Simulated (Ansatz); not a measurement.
## Dielectric response of NaCl (110) films

How well do thin rocksalt NaCl (110) films screen a perpendicular field?

Calculated with Ansatz 0.2.0; plane-wave DFT, PBE, Ansatz PAW, in the first sound run; inputs show where later runs differ.

### 1. The structure

The cell holds 10 atoms: 5 Na and 5 Cl. Its edges and angles: a = 3.988 Å, b = 5.640 Å, c = 25.976 Å, α = 90.0°, β = 90.0°, γ = 90.0°. It derives from NaCl (rocksalt NaCl). Vacuum lies along c.

### 2. Relaxation, 10 atoms, units 5

The structure is relaxed first, because levels and dipoles at a surface follow the positions of the outer atoms.

Contents of input.yaml:

```yaml
crystal:
  lattice:
    - [3.98808225, 0.0, 0.0]
    - [0.0, 5.64, 0.0]
    - [0.0, 0.0, 25.9761644918]
  atoms:
    - { symbol: Na, position: [0.5, 0.5, 0.346471474] }
    - { symbol: Cl, position: [0.5, 0.0, 0.346471474] }
    - { symbol: Na, position: [0.0, 0.0, 0.423235737] }
    - { symbol: Cl, position: [0.0, 0.5, 0.423235737] }
    - { symbol: Na, position: [0.5, 0.5, 0.5] }
    - { symbol: Cl, position: [0.5, 0.0, 0.5] }
    - { symbol: Na, position: [0.0, 0.0, 0.576764263] }
    - { symbol: Cl, position: [0.0, 0.5, 0.576764263] }
    - { symbol: Na, position: [0.5, 0.5, 0.653528526] }
    - { symbol: Cl, position: [0.5, 0.0, 0.653528526] }
kpoints:
  mp_grid: { grid: [8, 6, 1] }
hamiltonian:
  xc: pbe
scf:
  occupations: { method: fixed }
  convergence: { dr2_threshold: 1.0e-09 }
efield:
  axis: 3
  dipole_correction: true
  ramp_position: 0.97
  ramp_width: 0.06
relax:
  f_tol: 0.003
  max_steps: 100
output:
  write_potential: true
  write_density: true
  volumetric_format: npy
```

On the command line:

```sh
$ ansatz run input.yaml --threads 4 --pin off --max-ram 8192MiB --backend cpu --events-out ev --progress --plain --runs-dir out
```

Numbers of over 12 decimals in the logs are rounded to 6 here.

The program printed:

```text
Engine: ansatz 0.2.0, x86_64-unknown-linux-gnu
Pseudopotentials: kind: paw
Pseudopotential: Na, paw, valence charge 9, recommended cutoff 420 eV (normal), Na.paw.azcp
Pseudopotential: Cl, paw, valence charge 7, recommended cutoff 420 eV (normal), Cl.paw.azcp
Functional definition: PBE
  parameter kappa = 0.804
  parameter beta = 0.066725
  exchange = pbe_x(kappa = kappa, mu = beta*pi^2/3)
  correlation = pbe_c(beta = beta)
Crystal: 10 atoms, lattice volume = 584.276 Å³
Basis set: ecut = 420 eV, 11485 PW (Γ), exchange–correlation on 54×80×360 points (8 copies of the dense FFT grid, shifted against one another)
Bands: 50, of which v1, the nominal top of the filled ones, is band 40 counted from 1 (39 counted from 0)
Symmetry: 4 space group operations
k-points: 20 of 48
Non-local potential: Na, projectors of the file, l = 0: 3, l = 1: 2, l = 2: 1
Non-local potential: Cl, projectors of the file, l = 0: 2, l = 1: 2, l = 2: 2
PAW form: soft (Blöchl's): semilocal exchange-correlation on the pseudo side does not see the compensation charge
PAW one-centre angular grid: Na, 110 points (default); XC on 64 Gauss nodes
PAW one-centre angular grid: Cl, 110 points (default); XC on 64 Gauss nodes
Initial density: superposition of atomic densities (neutral atoms: chi_scale 0, normalization atom), corrected by the library's trained network
Initial wavefunctions: pseudopotential atomic-orbital guess
Functional: x = pbe(κ = 0.804, μ = 0.219515), c = pbe(β = 0.066725)
SCF iter   1: F=—  HF=-12846.790396 eV  |F-HF|=—  |Δ(HF+E_count)|=         —  Δρ=3.07e-4  dr2=2.17e-3  ethr=1.77e-3  p=0.000 e·Å  D=1.07e-13 V/Å  ΔV_dip=-0.00 eV  dr2_dipole=2.29e-9  V_vac-E_F(+/−)=5.81/5.81 eV  ⟨swp⟩=5.6  Hψ=3438  notcnv=0  defer=153
efield: sawtooth ramp at fractional position 0.9700 (set: `efield.ramp_position`, or a place that a band, a saddle search or an elastic batch's reference lends), width 0.0600; the density the first Hamiltonian is built on has a dipole p = 0.000 e·Å; the dipole correction subtracts the counter field D = 1.07e-13 V/Å, which shifts the + side's vacuum level by -0.00 eV against the − side's; the planar-averaged density in the ramp window peaks in size at 3.8e-6 e/Å³
preconditioner: auto → Resta (q_TF=auto, 1.959 Å⁻¹)  ε∞=1.8  [insulator: Δε(μ)=4.102 eV  Ē_g=10.953 eV  n_scr=72 (ndim 8)  ℏωp=9.7 eV  f_vac=0.592  ε∞_Penn≈1.8  vacuum switching on, ρ_ref=8.7e-3 e/Å³]
SCF iter   2: F=—  HF=-12846.791349 eV  |F-HF|=—  |Δ(HF+E_count)|=   9.53e-4  Δρ=1.67e-4  dr2=4.10e-4  ethr=2.71e-6  p=-0.000 e·Å  D=-1.08e-5 V/Å  ΔV_dip=0.00 eV  dr2_dipole=9.16e-10  V_vac-E_F(+/−)=5.82/5.82 eV  ⟨swp⟩=3.9  Hψ=2025  notcnv=0  defer=160
density mixer auto → msr1: gapped (density of states about μ 0.00 of a free-electron gas's, 72 screened modes)
SCF iter   3: F=—  HF=-12846.792122 eV  |F-HF|=—  |Δ(HF+E_count)|=   7.73e-4  Δρ=6.82e-5  dr2=4.03e-5  ethr=5.13e-7  p=0.000 e·Å  D=3.51e-6 V/Å  ΔV_dip=-0.00 eV  dr2_dipole=1.57e-10  V_vac-E_F(+/−)=5.82/5.82 eV  ⟨swp⟩=3.2  Hψ=1315  notcnv=0  defer=160
SCF iter   4: F=—  HF=-12846.792165 eV  |F-HF|=—  |Δ(HF+E_count)|=   4.27e-5  Δρ=1.74e-5  dr2=1.83e-6  ethr=5.04e-8  p=0.000 e·Å  D=1.61e-6 V/Å  ΔV_dip=-0.00 eV  dr2_dipole=7.96e-12  V_vac-E_F(+/−)=5.82/5.82 eV  ⟨swp⟩=2.1  Hψ=1652  notcnv=0  defer=160
SCF iter   5: F=—  HF=-12846.792201 eV  |F-HF|=—  |Δ(HF+E_count)|=   3.56e-5  Δρ=4.31e-6  dr2=8.41e-8  ethr=2.29e-9  p=0.000 e·Å  D=2.24e-7 V/Å  ΔV_dip=-0.00 eV  dr2_dipole=1.86e-12  V_vac-E_F(+/−)=5.82/5.82 eV  ⟨swp⟩=2.0  Hψ=1292  notcnv=0  defer=160
SCF iter   6: F=—  HF=-12846.792201 eV  |F-HF|=—  |Δ(HF+E_count)|=   1.82e-7  Δρ=1.17e-6  dr2=1.06e-8  ethr=1.05e-10  p=-0.000 e·Å  D=-3.42e-7 V/Å  ΔV_dip=0.00 eV  dr2_dipole=1.79e-12  V_vac-E_F(+/−)=5.82/5.82 eV  ⟨swp⟩=2.0  Hψ=1709  notcnv=0  defer=160
SCF iter   7: F=-12846.792201 eV  HF=-12846.792201 eV  |F-HF|=1.90e-9  |Δ(HF+E_count)|=   1.24e-8  Δρ=3.04e-7  dr2=4.70e-10  ethr=1.25e-12  p=0.000 e·Å  D=8.83e-9 V/Å  ΔV_dip=-0.00 eV  dr2_dipole=1.40e-14  V_vac-E_F(+/−)=5.82/5.82 eV  ⟨swp⟩=5.0  Hψ=5283  notcnv=0
SCF 1 converged in 7 iterations: F = -12846.792201 eV  dr2 = 4.70e-10
  greatest PAW one-centre occupation: 0.999 electrons in one spin orbital (limit 2), on the Na atom at site 8 (counted from 0), in its partial waves of l = 0
relax step   1: F+E_penalty+E_count = -12846.79220105 eV  Δ(F+E_penalty+E_count) = +0.000e0 eV  max|allowed force component| = 3.133e-1 eV/Å  Δτ_max = 0.0000 Å  (7 SCF iters, accepted)
Initial density: handed on by an earlier stage of this run
Initial wavefunctions: those handed on with the density
iter 1 solved again at ethr=7.08e-5 eV; its pass at ethr=3.10e-3 eV (dr2=5.66e-2 eV) is discarded
SCF iter   1: F=—  HF=-12846.859622 eV  |F-HF|=—  |Δ(HF+E_count)|=         —  Δρ=1.34e-3  dr2=5.79e-2  ethr=7.08e-5  p=0.000 e·Å  D=8.83e-9 V/Å  ΔV_dip=-0.00 eV  dr2_dipole=8.65e-14  V_vac-E_F(+/−)=5.86/5.86 eV  ⟨swp⟩=2.2  Hψ=3348  notcnv=0  defer=154
efield: sawtooth ramp at fractional position 0.9700 (set: `efield.ramp_position`, or a place that a band, a saddle search or an elastic batch's reference lends), width 0.0600; the density the first Hamiltonian is built on has a dipole p = 0.000 e·Å; the dipole correction subtracts the counter field D = 8.83e-9 V/Å, which shifts the + side's vacuum level by -0.00 eV against the − side's; the planar-averaged density in the ramp window peaks in size at 8.4e-6 e/Å³
preconditioner: auto → Resta (q_TF=auto, 1.959 Å⁻¹)  ε∞=1.8  [insulator: Δε(μ)=4.294 eV  Ē_g=11.117 eV  n_scr=72 (ndim 8)  ℏωp=9.7 eV  f_vac=0.592  ε∞_Penn≈1.8  vacuum switching on, ρ_ref=9.0e-3 e/Å³]
SCF iter   2: F=—  HF=-12846.849454 eV  |F-HF|=—  |Δ(HF+E_count)|=   1.02e-2  Δρ=7.35e-4  dr2=6.37e-3  ethr=7.08e-5  p=-0.000 e·Å  D=-5.88e-8 V/Å  ΔV_dip=0.00 eV  dr2_dipole=9.13e-14  V_vac-E_F(+/−)=6.08/6.08 eV  ⟨swp⟩=3.1  Hψ=1243  notcnv=0  defer=160  κ⁻¹=1.0e0(r=1)
density mixer auto → broyden: gapped, where msr1 would fit the directions that read negative (density of states about μ 0.00 of a free-electron gas's, 72 screened modes)
SCF iter   3: F=—  HF=-12846.851242 eV  |F-HF|=—  |Δ(HF+E_count)|=   1.79e-3  Δρ=2.92e-4  dr2=1.10e-3  ethr=7.96e-6  p=0.000 e·Å  D=2.35e-8 V/Å  ΔV_dip=-0.00 eV  dr2_dipole=6.09e-14  V_vac-E_F(+/−)=6.19/6.19 eV  ⟨swp⟩=4.0  Hψ=1217  notcnv=0  defer=160  κ⁻¹=4.2e-2(r=2)
[...]
SCF iter   5: F=—  HF=-12846.861473 eV  |F-HF|=—  |Δ(HF+E_count)|=   3.11e-5  Δρ=7.27e-6  dr2=1.71e-7  ethr=2.13e-9  p=-0.000 e·Å  D=-1.67e-8 V/Å  ΔV_dip=0.00 eV  dr2_dipole=3.70e-15  V_vac-E_F(+/−)=6.22/6.22 eV  ⟨swp⟩=2.1  Hψ=1193  notcnv=0  defer=136  κ⁻¹=5.0e-5(r=4)
SCF iter   6: F=—  HF=-12846.861474 eV  |F-HF|=—  |Δ(HF+E_count)|=   2.22e-7  Δρ=8.66e-7  dr2=2.45e-9  ethr=2.13e-10  p=-0.000 e·Å  D=-5.21e-10 V/Å  ΔV_dip=0.00 eV  dr2_dipole=3.71e-16  V_vac-E_F(+/−)=6.22/6.22 eV  ⟨swp⟩=2.0  Hψ=1237  notcnv=0  defer=136  κ⁻¹=2.7e-6(r=5)
SCF iter   7: F=-12846.861474 eV  HF=-12846.861474 eV  |F-HF|=1.16e-8  |Δ(HF+E_count)|=   1.89e-8  Δρ=4.30e-7  dr2=4.81e-10  ethr=1.25e-12  p=-0.000 e·Å  D=-5.19e-9 V/Å  ΔV_dip=0.00 eV  dr2_dipole=1.32e-15  V_vac-E_F(+/−)=6.22/6.22 eV  ⟨swp⟩=7.1  Hψ=5198  notcnv=0
SCF 3 converged in 7 iterations: F = -12846.861474 eV  dr2 = 4.81e-10
  greatest PAW one-centre occupation: 0.999 electrons in one spin orbital (limit 2), on the Na atom at site 0 (counted from 0), in its partial waves of l = 0
relax step   3: F+E_penalty+E_count = -12846.86147359 eV  Δ(F+E_penalty+E_count) = -9.679e-3 eV  max|allowed force component| = 2.358e-2 eV/Å  Δτ_max = 0.0408 Å  (7 SCF iters, accepted)
[...]
relax step   4: F+E_penalty+E_count = -12846.86181058 eV  Δ(F+E_penalty+E_count) = -3.370e-4 eV  max|allowed force component| = 3.246e-3 eV/Å  Δτ_max = 0.0149 Å  (6 SCF iters, accepted)
SCF iter   1: F=—  HF=-12846.861779 eV  |F-HF|=—  |Δ(HF+E_count)|=         —  Δρ=3.41e-5  dr2=2.36e-5  ethr=3.38e-7  p=-0.000 e·Å  D=-4.56e-9 V/Å  ΔV_dip=0.00 eV  dr2_dipole=3.94e-15  V_vac-E_F(+/−)=6.22/6.22 eV  ⟨swp⟩=2.5  Hψ=1687  notcnv=0  defer=160
efield: sawtooth ramp at fractional position 0.9700 (set: `efield.ramp_position`, or a place that a band, a saddle search or an elastic batch's reference lends), width 0.0600; the density the first Hamiltonian is built on has a dipole p = -0.000 e·Å; the dipole correction subtracts the counter field D = -4.56e-9 V/Å, which shifts the + side's vacuum level by +0.00 eV against the − side's; the planar-averaged density in the ramp window peaks in size at 8.1e-6 e/Å³
preconditioner: auto → Resta (q_TF=auto, 1.959 Å⁻¹)  ε∞=1.8  [insulator: Δε(μ)=4.248 eV  Ē_g=11.176 eV  n_scr=72 (ndim 8)  ℏωp=9.7 eV  f_vac=0.592  ε∞_Penn≈1.8  vacuum switching on, ρ_ref=9.1e-3 e/Å³]
SCF iter   2: F=—  HF=-12846.861778 eV  |F-HF|=—  |Δ(HF+E_count)|=   7.53e-7  Δρ=1.59e-5  dr2=1.37e-6  ethr=2.95e-8  p=0.000 e·Å  D=1.07e-8 V/Å  ΔV_dip=-0.00 eV  dr2_dipole=7.13e-16  V_vac-E_F(+/−)=6.22/6.22 eV  ⟨swp⟩=2.0  Hψ=1454  notcnv=0  defer=113  κ⁻¹=1.0e0(r=1)
density mixer auto → broyden: gapped, where msr1 would fit the directions that read negative (density of states about μ 0.00 of a free-electron gas's, 72 screened modes)
SCF iter   3: F=—  HF=-12846.861819 eV  |F-HF|=—  |Δ(HF+E_count)|=   4.09e-5  Δρ=6.72e-6  dr2=2.69e-7  ethr=1.72e-9  p=0.000 e·Å  D=3.56e-9 V/Å  ΔV_dip=-0.00 eV  dr2_dipole=1.05e-16  V_vac-E_F(+/−)=6.22/6.22 eV  ⟨swp⟩=1.1  Hψ=938  notcnv=0  defer=77  κ⁻¹=1.9e-2(r=2)
SCF iter   4: F=—  HF=-12846.861819 eV  |F-HF|=—  |Δ(HF+E_count)|=   6.25e-8  Δρ=1.06e-6  dr2=6.54e-9  ethr=3.36e-10  p=0.000 e·Å  D=6.80e-9 V/Å  ΔV_dip=-0.00 eV  dr2_dipole=3.51e-15  V_vac-E_F(+/−)=6.22/6.22 eV  ⟨swp⟩=2.0  Hψ=1277  notcnv=0  defer=81  κ⁻¹=3.3e-4(r=3)
SCF iter   5: F=-12846.861819 eV  HF=-12846.861819 eV  |F-HF|=3.02e-9  |Δ(HF+E_count)|=   9.94e-9  Δρ=3.16e-7  dr2=6.72e-10  ethr=1.25e-12  p=0.000 e·Å  D=3.02e-8 V/Å  ΔV_dip=-0.00 eV  dr2_dipole=5.57e-15  V_vac-E_F(+/−)=6.22/6.22 eV  ⟨swp⟩=7.3  Hψ=5359  notcnv=0
SCF 5 converged in 5 iterations: F = -12846.861819 eV  dr2 = 6.72e-10
relax step   5: F+E_penalty+E_count = -12846.86181915 eV  Δ(F+E_penalty+E_count) = -8.573e-6 eV  max|allowed force component| = 4.705e-5 eV/Å  Δτ_max = 0.0023 Å  (5 SCF iters, accepted)
NSCF: frozen V_eff on 20 k-points
the search or the solves at the SCF's close seem to have found levels that the self-consistency loop had missed (the run counts 2). By its estimate they hold under 1e-12 electrons; where the run keeps them, the occupations were computed again with them
WARN: The output density's exchange-correlation potential varies sharply where the density is thin. Do not read a vacuum level from v_tot or v_xc, or from such a field of the output density. On a cell that repeats whose density bears no net charge and no dipole along the vacuum's axis use v_es (v_loc + v_h of the components); under efield.dipole_correction with no amplitude use v_es + v_field, which holds any externa [...]
SCF converged after 5 iterations
Stability not checked: this state was not tested for a lower state beside it, because the mixer in use, unlike msr1, does not test its closes by its own steps (another_mixer; see scf.mixing.algorithm and scf.lower_state_search)
Free energy (F): -12846.861819 eV
Harris-Foulkes:  -12846.861819 eV  (|F-HF|=3.02e-9)
Internal energy: -12846.861819 eV  (E = F + TS)
E sigma→0 (E₀):  -12846.861819 eV
Fermi energy:    -3.189847 eV
Dipole field:    D = -0.000000 V/Å  (p = -0.000000 e·Å, saw-weighted, corrected)
Work function:   Φ+ = 6.2191 eV   Φ− = 6.2191 eV
Levels:          The Fermi level and band energies are counted from a zero that moves with the ramp; work functions are not
--- Per-component energies (eV) ---
  E_band       = -1559.585962
  E_kinetic    = 1413.128924
  E_local      = -50678.281042  (includes V_loc(G=0)·N_el)
  E_nonlocal   = 717.632260
  E_hartree    = 24018.581171
  E_xc         = -734.273591
  E_vxc        = -865.306072  (∫ρ·V_xc dr)
  E_paw        = -4612.642830  (= ΣΔE_a)
  E_vpaw       = -183.924331  (= ΣTr[D̂ρ^β])
  E_aug_tail   = 0.000314  (compensation charges beyond the density's cutoff)
  E_efield     = 0.000000  (sawtooth field / dipole correction)
  E_vefield    = 0.000000  (∫n·V_field dr)
  E_ewald      = 17028.992976
  E_smearing   = -0.000000  (= −TS)
  E_closure    = -0.000000  (closes the sum)
  Σ components = -12846.861819   (vs F -12846.861819, Δ=0.00e0)
--- Forces (eV/Å), atoms counted from 1 ---
  atom   1  Na     0.00000000     0.00000000     0.00004692
  atom   2  Cl     0.00000000     0.00000000    -0.00000642
  atom   3  Na     0.00000000     0.00000000     0.00001229
  atom   4  Cl     0.00000000     0.00000000     0.00001231
  atom   5  Na     0.00000000     0.00000000    -0.00000012
  atom   6  Cl     0.00000000     0.00000000     0.00000012
  atom   7  Na     0.00000000     0.00000000    -0.00001251
  atom   8  Cl     0.00000000     0.00000000    -0.00001209
  atom   9  Na     0.00000000     0.00000000    -0.00004705
  atom  10  Cl     0.00000000     0.00000000     0.00000657
  max |Σ_I F_I| component: 2.44e-8 eV/Å
--- Band table (eV; the first three rows and the last of 20) ---
  k-point 0: bands = [... 36 lower, -3.6853, -3.5948, -3.1899, -3.1898, 1.0589, 1.3811, 2.5176, 3.1384, ... 6 higher]
  k-point 1: bands = [... 36 lower, -3.7017, -3.5979, -3.1966, -3.1962, 1.3109, 1.5593, 2.6187, 3.2485, ... 6 higher]
  k-point 2: bands = [... 36 lower, -3.6884, -3.6106, -3.2090, -3.2089, 1.8914, 2.0146, 2.9463, 3.4726, ... 6 higher]
  k-point 19: bands = [... 36 lower, -3.8953, -3.8936, -3.6853, -3.5246, 3.1614, 3.4966, 3.9111, 4.3989, ... 6 higher]
--- Relaxed structure (5 steps of the walk, 5 accepted, 0 SCFs on fresh bases) ---
  F+E_penalty+E_count = -12846.86181915 eV   max|allowed force component| = 4.705e-5 eV/Å
  atoms:
    - { symbol: Na, position: [0.5, 0.5, 0.351087] }
    - { symbol: Cl, position: [0.5, 0.0, 0.343875] }
    - { symbol: Na, position: [0.0, 0.0, 0.418699] }
    - { symbol: Cl, position: [0.0, 0.5, 0.422067] }
    - { symbol: Na, position: [0.5, 0.5, 0.500000] }
    - { symbol: Cl, position: [0.5, 0.0, 0.500000] }
    - { symbol: Na, position: [0.0, 0.0, 0.581301] }
    - { symbol: Cl, position: [0.0, 0.5, 0.577933] }
    - { symbol: Na, position: [0.5, 0.5, 0.648913] }
    - { symbol: Cl, position: [0.5, 0.0, 0.656125] }
```

The job ended after 46 s (4 threads of Intel Xeon Platinum 8259CL at 2.50GHz (Skylake/Cascade Lake), shared host; peak memory 1.2 GiB; 2.8 min of CPU time).

Relaxation path:

```csv
step,energy less that of the first step (eV),largest force component (eV/Å)
1,0.0000,0.3133
2,-0.0596,0.1125
3,-0.0693,0.0236
4,-0.0696,0.0032
5,-0.0696,0.0000
```

The run keeps the 4 symmetry operations that it works with, so distortions that break them were not tested.

The atoms that moved most (Å):

```csv
atom,dx,dy,dz,length
Na1,0.000,0.000,0.120,0.120
Na9,0.000,0.000,-0.120,0.120
Na7,0.000,0.000,0.118,0.118
Na3,0.000,0.000,-0.118,0.118
Cl2,0.000,0.000,-0.067,0.067
Cl10,0.000,0.000,0.067,0.067
Cl4,0.000,0.000,-0.030,0.030
Cl8,0.000,0.000,0.030,0.030
```

This step gave:

```
gap on the k-mesh             : 4.249 eV
dipole along the normal       : -9.21e-8 e·Å
ionisation energy, upper face : 6.219 eV
electron affinity, upper face : 1.970 eV
```

Running mean over 1.994 Å of the planar mean; the ramp of the sawtooth is left out. Electron's electrostatic potential energy less the highest filled level against z:

```csv
z (Å),electron's electrostatic potential energy less the highest filled level (eV)
4,6.22
5,6.22
6,6.21
7,6.01
8,3.36
9,0.567
10,0.0327
11,0.412
12,0.780
13,0.549
14,0.783
15,0.406
16,0.0317
17,0.583
18,3.47
19,6.02
20,6.21
21,6.22
22,6.22
```

The relaxation took 5 steps and lowered the energy by 0.070 eV; the largest force on the free atoms ends at 4.7e-5 eV/Å.

The gap is 4.25 eV, with the valence edge 6.22 eV and the conduction edge 1.97 eV under the upper vacuum level.

### 3. The relaxed film, single point, 10 atoms, units 5

The film was relaxed beforehand; a single point on the relaxed positions gives its levels and potential.

input.yaml, the sections that differ from step 2:

```yaml
crystal:
  lattice:
    - [3.98808225, 0.0, 0.0]
    - [0.0, 5.64, 0.0]
    - [0.0, 0.0, 25.9761644918]
  atoms:
    - { symbol: Na, position: [0.5, 0.5, 0.3510866118] }
    - { symbol: Cl, position: [0.5, 0.0, 0.3438749363] }
    - { symbol: Na, position: [0.0, 0.0, 0.4186986309] }
    - { symbol: Cl, position: [0.0, 0.5, 0.4220670975] }
    - { symbol: Na, position: [0.5, 0.5, 0.5000000004] }
    - { symbol: Cl, position: [0.5, 0.0, 0.4999999998] }
    - { symbol: Na, position: [0.0, 0.0, 0.5813013693] }
    - { symbol: Cl, position: [0.0, 0.5, 0.5779329025] }
    - { symbol: Na, position: [0.5, 0.5, 0.6489133887] }
    - { symbol: Cl, position: [0.5, 0.0, 0.6561250628] }
output:
  eigenvalues: true
  write_potential: true
  write_density: true
  volumetric_format: npy
# kpoints, hamiltonian, scf, efield: as in step 2
# relax: removed
```

The program printed:

```text
[...]
Crystal: 10 atoms, lattice volume = 584.276 Å³
Basis set: ecut = 420 eV, 11485 PW (Γ)
Bands: 50, of which v1, the nominal top of the filled ones, is band 40 counted from 1 (39 counted from 0)
Symmetry: 4 space group operations
k-points: 20 of 48
[...]
SCF iter   1: F=—  HF=-12846.860868 eV  |F-HF|=—  |Δ(HF+E_count)|=         —  Δρ=3.09e-4  dr2=2.78e-3  ethr=1.77e-3  p=0.000 e·Å  D=6.82e-9 V/Å  ΔV_dip=-0.00 eV  dr2_dipole=8.59e-9  V_vac-E_F(+/−)=6.21/6.21 eV  ⟨swp⟩=5.7  Hψ=3502  notcnv=0  defer=145
[...]
SCF iter   7: F=-12846.862556 eV  HF=-12846.862556 eV  |F-HF|=1.30e-9  |Δ(HF+E_count)|=   1.47e-8  Δρ=3.15e-7  dr2=4.92e-10  ethr=1.25e-12  p=0.000 e·Å  D=9.36e-8 V/Å  ΔV_dip=-0.00 eV  dr2_dipole=2.27e-13  V_vac-E_F(+/−)=6.22/6.22 eV  ⟨swp⟩=20.1  Hψ=5268  notcnv=0
[...]
SCF 1 converged in 7 iterations: F = -12846.862556 eV  dr2 = 4.92e-10
[...]
SCF converged after 7 iterations
Free energy (F): -12846.862556 eV
[...]
Internal energy: -12846.862556 eV  (E = F + TS)
E sigma→0 (E₀):  -12846.862556 eV
Fermi energy:    -3.189787 eV
Dipole field:    D = -0.000000 V/Å  (p = -0.000001 e·Å, saw-weighted, corrected)
Work function:   Φ+ = 6.2191 eV   Φ− = 6.2191 eV
[...]
--- Band table (eV; the first three rows and the last of 20) ---
  k-point 0: bands = [... 36 lower, -3.6853, -3.5947, -3.1899, -3.1898, 1.0588, 1.3808, 2.5167, 3.1190, ... 6 higher]
  k-point 1: bands = [... 36 lower, -3.7016, -3.5978, -3.1965, -3.1961, 1.3107, 1.5589, 2.6180, 3.2298, ... 6 higher]
  k-point 2: bands = [... 36 lower, -3.6884, -3.6105, -3.2089, -3.2089, 1.8908, 2.0140, 2.9460, 3.4725, ... 6 higher]
  k-point 19: bands = [... 36 lower, -3.8952, -3.8934, -3.6852, -3.5245, 3.1609, 3.4956, 3.9113, 4.3998, ... 6 higher]
```

Run time: 18 s. Hardware: 4 threads; peak memory 1.3 GiB; 57 s of CPU time.

This step gave:

* dipole along the normal: -9.08e-7 e·Å
* electron affinity, upper face: 1.971 eV

Running mean over 1.994 Å of the planar mean; the ramp of the sawtooth is left out. Table of electron's electrostatic potential energy less the highest filled level by z:

```csv
z (Å),electron's electrostatic potential energy less the highest filled level (eV)
3.5,6.22
4.0,6.22
4.5,6.22
5.0,6.22
5.5,6.22
6.0,6.21
6.5,6.17
7.0,6.01
7.5,5.28
8.0,3.36
8.5,1.31
9.0,0.567
9.5,0.293
10.0,0.0326
10.5,0.245
11.0,0.412
11.5,0.613
12.0,0.780
12.5,0.624
13.0,0.549
13.5,0.632
14.0,0.783
14.5,0.600
15.0,0.406
15.5,0.231
16.0,0.0316
16.5,0.307
17.0,0.583
17.5,1.39
18.0,3.47
18.5,5.33
19.0,6.02
19.5,6.17
20.0,6.21
20.5,6.22
21.0,6.22
21.5,6.22
22.0,6.22
22.5,6.22
```

The gap is 4.25 eV, with the valence edge 6.22 eV and the conduction edge 1.97 eV under the upper vacuum level.

[end of part 1 of 5]

[Logs are printed without paths, hosts, clocks, repeated set-up lines and the standing remarks that a program may print on its own settings, such as how far it seeks lower states.]

[Hosts, paths, dates, database ids (printed as entryN), source tags and the programs' standing remarks are cut or masked in the printed files.]

[Maps of the electrostatic potential energy from Ansatz leave out the sawtooth potential of an applied field or a dipole correction, so their vacuum need not be flat; planar profiles and work functions include it.]
